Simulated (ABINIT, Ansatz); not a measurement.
# Converging GW for Ba2SrTeO6 (R-3) in ABINIT

Aim: raise bands and screening cutoff together for Ba2SrTeO6 (R-3) and follow gap and time.

Main program and level: ABINIT 10.8.3; LDA and many-body steps on it, plane waves.

### 1. The structure

It takes space group R-3 (No. 148, trigonal). Conventional cell: a = 6.189 Å, b = 6.189 Å, c = 14.900 Å, α = 90.00°, β = 90.00°, γ = 120.00°. Ba has 12 O at 2.79 to 3.42 Å nearest. Nearest to Sr lie 6 O at 2.44 Å. Nearest to Te lie 6 O at 1.96 Å. O has 1 Te at 1.96 Å and 1 Sr at 2.44 Å and 4 Ba at 2.79 to 3.42 Å nearest. Farther neighbours and most contacts between anions are not listed.

The cell and positions are those that the Materials Project relaxed with its own functionals (PBE, PBE+U or r2SCAN), kept fixed. Spin-orbit coupling is left out unless a step names it.

### 2. Empty states on the mesh, 2×2×2 mesh, 588 bands

This step: ABINIT 10.8.3; DFT, LDA, plane waves, norm-conserving pseudopotentials.

The sums over transitions need many empty states on a uniform mesh; this step solves for them.

run.abi reads:

```
acell 3*1.0 Angstrom
rprim 
  3.094471017325 1.786593674874 4.966610984592
  -3.094471017325 1.786593674874 4.966610984592
  -0.000000000000 -3.573187349682 4.966610984616
ntypat 4
znucl 56 38 52 8
natom 10
typat 1 1 2 3 4 4 4 4 4 4
xred 
  0.252060000000 0.252060000000 0.252060000000
  0.747940000000 0.747940000000 0.747940000000
  0.000000000000 0.000000000000 0.000000000000
  0.500000000000 0.500000000000 0.500000000000
  0.328441000000 0.717506000000 0.226340000000
  0.717506000000 0.226340000000 0.328441000000
  0.226340000000 0.328441000000 0.717506000000
  0.671559000000 0.282494000000 0.773660000000
  0.773660000000 0.671559000000 0.282494000000
  0.282494000000 0.773660000000 0.671559000000
pp_dirpath "pseudos"
pseudos "Ba.upf, Sr.upf, Te.upf, O.upf"
ecut 42
ngkpt 2 2 2
nshiftk 1
shiftk 0 0 0
kptopt 1
chksymbreak 0
iscf -2
irdden 1
istwfk *1
nband 588
nbdbuf 52
tolwfr 1e-09
nstep 60
prtvol 0
indata_prefix "in"
outdata_prefix "out"
tmpdata_prefix "tmp"
```

The run is started by

```bash
$ OMP_NUM_THREADS=1 mpirun -n 4 abinit run.abi > log
```

Numbers of over 12 decimals in the logs are rounded to 6 here.

Log:

```text
.Version 10.8.3 of ABINIT. v10.8.2 released Aug 2026.

 Symmetries : space group R-3 (#148); Bravais hR (rhombohedral)
[... echo of the input left out ...]
== DATASET  1 ==================================================================
-   mpi_nproc: 4, omp_nthreads: 1 (-1 if OMP is not activated)

--- !DatasetInfo
iteration_state: {dtset: 1, }
dimensions: {natom: 10, nkpt: 4, mband: 588, nsppol: 1, nspinor: 1, nspden: 1, mpw: 14476, }
cutoff_energies: {ecut:  42.0, pawecutdg:  -1.0, }
[...]
4.47024    4.47024    4.47581    4.48238    4.48243    4.48833    4.51530    4.52826
   4.53700    4.53800    4.54631    4.54864    4.56119    4.56155    4.56313    4.56901
   4.58611    4.58719    4.58848    4.59462
 prteigrs : prtvol=0 or 1, do not print more k-points.

== END DATASET(S) ==============================================================
================================================================================

 -outvars: echo values of variables after computation  --------
            nband         588
             nkpt           4
          spgroup         148
 [... the other variables as echoed above ...]

 Calculation completed.
```

Elapsed: 17 min, on 4 MPI ranks of Arm Neoverse V1, shared host; peak memory 1.2 GiB.

Numbers from this step:

* gap: 2.939 eV
* k of the valence top: 0.5, 0.5, 0
* k of the conduction bottom: 0, 0, 0
* least direct gap: 3.069 eV
* k points computed: 4
* lowest point of the top converged band, above the valence top: 108.6050 eV

On this mesh the gap is 2.939 eV.

The density comes from a self-consistent run that is not shown.

### 3. Screening, 2×2×2 mesh, 106 bands, screening to 76.2 eV

The RPA dielectric matrix is built and inverted for each q.

This step: RPA screening on LDA, plane waves, norm-conserving pseudopotentials.

Changes to run.abi since step 2:

```diff
@@ -28,10 +28,11 @@
 chksymbreak 0
-iscf -2
-irdden 1
 istwfk *1
-nband 588
-nbdbuf 52
-tolwfr 1e-09
-nstep 60
-prtvol 0
+occopt 1
+irdwfk 1
+optdriver 3
+nband 106
+ecuteps 2.8
+inclvkb 2
+awtr 1
+symchi 1
 indata_prefix "in"
```

Log:

```text
.Version 10.8.3 of ABINIT. v10.8.2 released Aug 2026.

 Symmetries : space group R-3 (#148); Bravais hR (rhombohedral)
[... echo of the input left out ...]
== DATASET  1 ==================================================================
-   mpi_nproc: 4, omp_nthreads: 1 (-1 if OMP is not activated)

--- !DatasetInfo
iteration_state: {dtset: 1, }
dimensions: {natom: 10, nkpt: 4, mband: 106, nsppol: 1, nspinor: 1, nspden: 1, mpw: 14476, }
cutoff_energies: {ecut:  42.0, pawecutdg:  -1.0, }
electrons: {nelect:   9.00000000E+01, charge:   0.00000000E+00, occopt:   1.00000000E+00, tsmear:   1.00000000E-02, }

 SCREENING: Calculation of the susceptibility and dielectric matrices

 Based on a program developped by R.W. Godby, V. Olevano, G. Onida, and L. Reining.
 Incorporated in ABINIT by V. Olevano, G.-M. Rignanese, and M. Torrent.
.Using double precision arithmetic ; gwpc =  8

[... cell and pseudopotentials left out ...]
--------------------------------------------------------------------------------

 ==== K-mesh for the wavefunctions ====
 Number of points in the irreducible wedge :     4
[... list of points left out ...]
 Together with  6 symmetry operations and time-reversal symmetry
 yields     8 points in the full Brillouin Zone.

 ==== Q-mesh for the screening function ====
 Number of points in the irreducible wedge :     4
[... list of points left out ...]
 Together with  6 symmetry operations and time-reversal symmetry
 yields     8 points in the full Brillouin Zone.

 setmesh: FFT mesh size selected  =    45x   45x   45
          total number of points  =        91125

 vcoul_init : cutoff-mode = AUXILIARY_FUNCTION
 q-points for optical limit:   1
     1)      0.000010    0.000020    0.000030

- screening: taking advantage of time-reversal symmetry
- Maximum band index for partially occupied states nbvw = 45
- Remaining bands to be divided among processors   nbcw = 61
- Number of bands treated by each node ~15

 Number of electrons calculated from density =   90.0000; Expected =   90.0000
 average of density, n =  0.080951
 r_s =    1.4340
 omega_plasma =   27.4452 [eV]

 calculating chi0 at frequencies [eV] :
  1    0.000000E+00    0.000000E+00
  2    0.000000E+00    2.744522E+01

--------------------------------------------------------------------------------
  q-point number  1        q = ( 0.000000, 0.000000, 0.000000) [r.l.u.]
--------------------------------------------------------------------------------
[... chi0 elements left out ...]
 For q-point:  0.000010 0.000020 0.000030
  dielectric constant =   4.0164
  dielectric constant without local fields =   4.4114

  Average fulfillment of the sum rule on Im[epsilon] for q-point    1 :     33.72  [%]
[... wings left out ...]
  q-point number  2        q = ( 0.500000, 0.000000, 0.000000) [r.l.u.]
--------------------------------------------------------------------------------
[... chi0 elements left out ...]
  Average fulfillment of the sum rule on Im[epsilon] for q-point    2 :     41.06  [%]

 [... 2 further q-points ...]
```

Wall time 82 s (4 MPI ranks); peak memory 2.5 GiB; 5.3 min of CPU time.

Numbers from this step:

```yaml
eps_infinity_with_local_fields_on_this_mesh_along_the_program_s_q_direction: 4.016
the_same_without_local_fields: 4.411
plasma_frequency: 27.45 eV
plane_waves_in_the_screening_matrix: 259
```

Local fields lower ε∞ by 9 %. On a Γ-centred mesh this coarse the value itself is usually too large, while a short band sum pulls it down.

### 4. 106 bands, 76.2 eV

The self-energy is evaluated for the states that the input lists, and the levels follow from it, in one-shot runs by the linearised quasiparticle equation.

This step: G0W0 on LDA, plane waves, norm-conserving pseudopotentials.

Changes to run.abi since step 3:

```diff
@@ -31,8 +31,17 @@
 irdwfk 1
-optdriver 3
+optdriver 4
 nband 106
+gwcalctyp 0
+ecutsigx 42
+symsigma 1
+nkptgw 2
+kptgw 
+  0.5000000000 0.5000000000 0.0000000000
+  0.0000000000 0.0000000000 0.0000000000
+bdgw 
+  44 47
+  43 48
 ecuteps 2.8
-inclvkb 2
-awtr 1
-symchi 1
+irdscr 1
+ppmodel 1
 indata_prefix "in"
```

Log:

```text
.Version 10.8.3 of ABINIT. v10.8.2 released Aug 2026.

 Symmetries : space group R-3 (#148); Bravais hR (rhombohedral)
[... echo of the input left out ...]
== DATASET  1 ==================================================================
-   mpi_nproc: 4, omp_nthreads: 1 (-1 if OMP is not activated)

--- !DatasetInfo
iteration_state: {dtset: 1, }
dimensions: {natom: 10, nkpt: 4, mband: 106, nsppol: 1, nspinor: 1, nspden: 1, mpw: 14476, }
cutoff_energies: {ecut:  42.0, pawecutdg:  -1.0, }
electrons: {nelect:   9.00000000E+01, charge:   0.00000000E+00, occopt:   1.00000000E+00, tsmear:   1.00000000E-02, }

 SIGMA: Calculation of the GW corrections

 Based on a program developped by R.W. Godby, V. Olevano, G. Onida, and L. Reining.
 Incorporated in ABINIT by V. Olevano, G.-M. Rignanese, and M. Torrent.
.Using double precision arithmetic ; gwpc =  8

[... cell and pseudopotentials left out ...]
--------------------------------------------------------------------------------

 ==== K-mesh for the wavefunctions ====
 Number of points in the irreducible wedge :     4
[... list of points left out ...]
 Together with  6 symmetry operations and time-reversal symmetry
 yields     8 points in the full Brillouin Zone.

 ==== Q-mesh for screening function ====
 Number of points in the irreducible wedge :     4
[... list of points left out ...]
 Together with  6 symmetry operations and time-reversal symmetry
 yields     8 points in the full Brillouin Zone.

 vcoul_init : cutoff-mode = AUXILIARY_FUNCTION
 q-points for optical limit:   1
     1)      0.000010    0.000020    0.000030
 setmesh: FFT mesh size selected  =    72x   72x   72
          total number of points  =       373248

 Number of electrons calculated from density =   90.0000; Expected =   90.0000
 average of density, n =  0.080951
 r_s =    1.4340
 omega_plasma =   27.4452 [eV]

 === KS Band Gaps ===
  >>>> For spin  1
   Minimum direct gap =   3.0686 [eV], located at k-point      :   0.0000  0.0000  0.0000
   Fundamental gap    =   2.9390 [eV], Top of valence bands at :   0.5000  0.5000  0.0000
                                       Bottom of conduction at :   0.0000  0.0000  0.0000
 SIGMA fundamental parameters:
 PLASMON POLE MODEL  1
 number of plane-waves for SigmaX                14397
 number of plane-waves for SigmaC and W            259
 number of plane-waves for wavefunctions         14397
 number of bands                                   106
 number of independent spin polarizations            1
 number of spinorial components                      1
 number of k-points in IBZ                           4
 number of q-points in IBZ                           4
 number of symmetry operations                       6
 number of k-points in BZ                            8
 number of q-points in BZ                            8
 number of frequencies for dSigma/dE                 9
 frequency step for dSigma/dE [eV]                0.25
 number of omega for Sigma on real axis              0
 max omega for Sigma on real axis  [eV]           0.00
 zcut for avoiding poles [eV]                     0.10

 EPSILON^-1 parameters (SCR file):
 dimension of the eps^-1 matrix on file            259
 dimension of the eps^-1 matrix used               259
 number of plane-waves for wavefunctions         14397
 number of bands                                   106
 number of q-points in IBZ                           4
 number of frequencies                               2
 number of real frequencies                          1
 number of imag frequencies                          1

 matrix elements of self-energy operator (all in [eV])

 Perturbative Calculation

--- !SelfEnergy_ee
iteration_state: {dtset: 1, }
kpoint     : [   0.500,    0.500,    0.000, ]
spin       : 1
KS_gap     :    3.385
QP_gap     :    6.015
Delta_QP_KS:    2.629
data: !SigmaeeData |
     Band     E0 <VxcDFT>   SigX SigC(E0)      Z dSigC/dE  Sig(E)    E-E0       E
       44   4.432 -17.973 -23.013   4.870   0.783  -0.277 -18.106  -0.133   4.299
       45   5.078 -19.254 -24.338   5.032   0.780  -0.283 -19.295  -0.041   5.037
       46   8.463 -18.539 -13.614  -1.787   0.825  -0.212 -15.950   2.588  11.052
       47  11.093 -12.109  -6.776  -2.880   0.851  -0.175 -10.022   2.087  13.180

--- !SelfEnergy_ee
iteration_state: {dtset: 1, }
kpoint     : [   0.000,    0.000,    0.000, ]
spin       : 1
KS_gap     :    3.069
QP_gap     :    5.363
Delta_QP_KS:    2.294
data: !SigmaeeData |
     Band     E0 <VxcDFT>   SigX SigC(E0)      Z dSigC/dE  Sig(E)    E-E0       E
       43   4.944 -18.906 -23.972   4.985   0.780  -0.282 -18.970  -0.063   4.880
       44   4.944 -18.906 -23.972   4.985   0.780  -0.282 -18.970  -0.063   4.880
       45   4.948 -19.111 -24.265   5.077   0.778  -0.285 -19.170  -0.059   4.889
       46   8.017 -16.720 -11.989  -2.047   0.833  -0.201 -14.485   2.235  10.252
       47  10.028 -10.518  -5.609  -2.809   0.860  -0.163  -8.711   1.807  11.834
       48  10.028 -10.518  -5.609  -2.809   0.860  -0.163  -8.711   1.807  11.834

== END DATASET(S) ==============================================================
================================================================================

 -outvars: echo values of variables after computation  --------
           etotal      0.0000000000E+00
            nband         106
             nkpt           4
          spgroup         148
 [... the other variables as echoed above ...]

 Calculation completed.
```

Run time: 16 s. Hardware: 4 MPI ranks; peak memory 2.1 GiB.

This step gave:

```
G0W0 gap on the points computed              : 5.215 eV
starting gap on the mesh                     : 2.939 eV
k of the valence top                         : 0.5, 0.5, 0
k of the conduction bottom                   : 0, 0, 0
Z at the valence top                         : 0.78
Z at the conduction bottom                   : 0.833
least direct G0W0 gap on the computed points : 5.363 eV
```

The gap on the mesh goes from 2.94 eV to 5.22 eV, a correction of +2.28 eV.

### 5. Screening, 2×2×2 mesh, 245 bands, screening to 141.5 eV

This step: RPA screening on LDA, plane waves, norm-conserving pseudopotentials.

Changes to run.abi since step 4:

```diff
@@ -31,17 +31,8 @@
 irdwfk 1
-optdriver 4
-nband 106
-gwcalctyp 0
-ecutsigx 42
-symsigma 1
-nkptgw 2
-kptgw 
-  0.5000000000 0.5000000000 0.0000000000
-  0.0000000000 0.0000000000 0.0000000000
-bdgw 
-  44 47
-  43 48
-ecuteps 2.8
-irdscr 1
-ppmodel 1
+optdriver 3
+nband 245
+ecuteps 5.2
+inclvkb 2
+awtr 1
+symchi 1
 indata_prefix "in"
```

Log:

```text
.Version 10.8.3 of ABINIT. v10.8.2 released Aug 2026.

 Symmetries : space group R-3 (#148); Bravais hR (rhombohedral)
[... echo of the input left out ...]
== DATASET  1 ==================================================================
-   mpi_nproc: 4, omp_nthreads: 1 (-1 if OMP is not activated)

--- !DatasetInfo
iteration_state: {dtset: 1, }
dimensions: {natom: 10, nkpt: 4, mband: 245, nsppol: 1, nspinor: 1, nspden: 1, mpw: 14476, }
cutoff_energies: {ecut:  42.0, pawecutdg:  -1.0, }
electrons: {nelect:   9.00000000E+01, charge:   0.00000000E+00, occopt:   1.00000000E+00, tsmear:   1.00000000E-02, }

 SCREENING: Calculation of the susceptibility and dielectric matrices

 Based on a program developped by R.W. Godby, V. Olevano, G. Onida, and L. Reining.
 Incorporated in ABINIT by V. Olevano, G.-M. Rignanese, and M. Torrent.
.Using double precision arithmetic ; gwpc =  8

[... cell and pseudopotentials left out ...]
--------------------------------------------------------------------------------

 ==== K-mesh for the wavefunctions ====
 Number of points in the irreducible wedge :     4
[... list of points left out ...]
 Together with  6 symmetry operations and time-reversal symmetry
 yields     8 points in the full Brillouin Zone.

 ==== Q-mesh for the screening function ====
 Number of points in the irreducible wedge :     4
[... list of points left out ...]
 Together with  6 symmetry operations and time-reversal symmetry
 yields     8 points in the full Brillouin Zone.

 setmesh: FFT mesh size selected  =    45x   45x   45
          total number of points  =        91125

 vcoul_init : cutoff-mode = AUXILIARY_FUNCTION
 q-points for optical limit:   1
     1)      0.000010    0.000020    0.000030

- screening: taking advantage of time-reversal symmetry
- Maximum band index for partially occupied states nbvw = 45
- Remaining bands to be divided among processors   nbcw = 200
- Number of bands treated by each node ~50

 Number of electrons calculated from density =   90.0000; Expected =   90.0000
 average of density, n =  0.080951
 r_s =    1.4340
 omega_plasma =   27.4452 [eV]

 calculating chi0 at frequencies [eV] :
  1    0.000000E+00    0.000000E+00
  2    0.000000E+00    2.744522E+01

--------------------------------------------------------------------------------
  q-point number  1        q = ( 0.000000, 0.000000, 0.000000) [r.l.u.]
--------------------------------------------------------------------------------
[... chi0 elements left out ...]
 For q-point:  0.000010 0.000020 0.000030
  dielectric constant =   4.0128
  dielectric constant without local fields =   4.4893

  Average fulfillment of the sum rule on Im[epsilon] for q-point    1 :     61.95  [%]
[... wings left out ...]
  q-point number  2        q = ( 0.500000, 0.000000, 0.000000) [r.l.u.]
--------------------------------------------------------------------------------
[... chi0 elements left out ...]
  Average fulfillment of the sum rule on Im[epsilon] for q-point    2 :     66.75  [%]

 [... 2 further q-points ...]
```

Run time: 4.8 min. Hardware: 4 MPI ranks; peak memory 3.5 GiB; 19 min of CPU time.

Numbers from this step:

```
ε∞ with local fields, on this mesh, along the program's q direction : 4.013
the same without local fields                                       : 4.489
plasma frequency                                                    : 27.45 eV
plane waves in the screening matrix                                 : 615
```

(Part 1 of 2 ends here.)

[Paths, hosts, dates, memory and timing lines, banners, echoed tables and standing remarks are left out of the program output.]

[Logs are printed without paths, hosts, clocks, repeated set-up lines and the standing remarks that a program may print on its own settings, such as how far it seeks lower states.]

[Runs of the session that timed out or met a known fault of the program may be left out.]

[Hosts, paths, dates, database ids (printed as entryN), source tags and the programs' standing remarks are cut or masked in the printed files.]

[G0W0 gaps are taken among the corrected bands and points alone; a level outside them can change the order at an edge.]

[Where Ansatz stands beside ABINIT at settings called matched, ABINIT's density can come from a denser mesh and the files from another edition; pairs whose starting gaps differed by over 0.03 eV were left out, so agreement reads better than it is.]
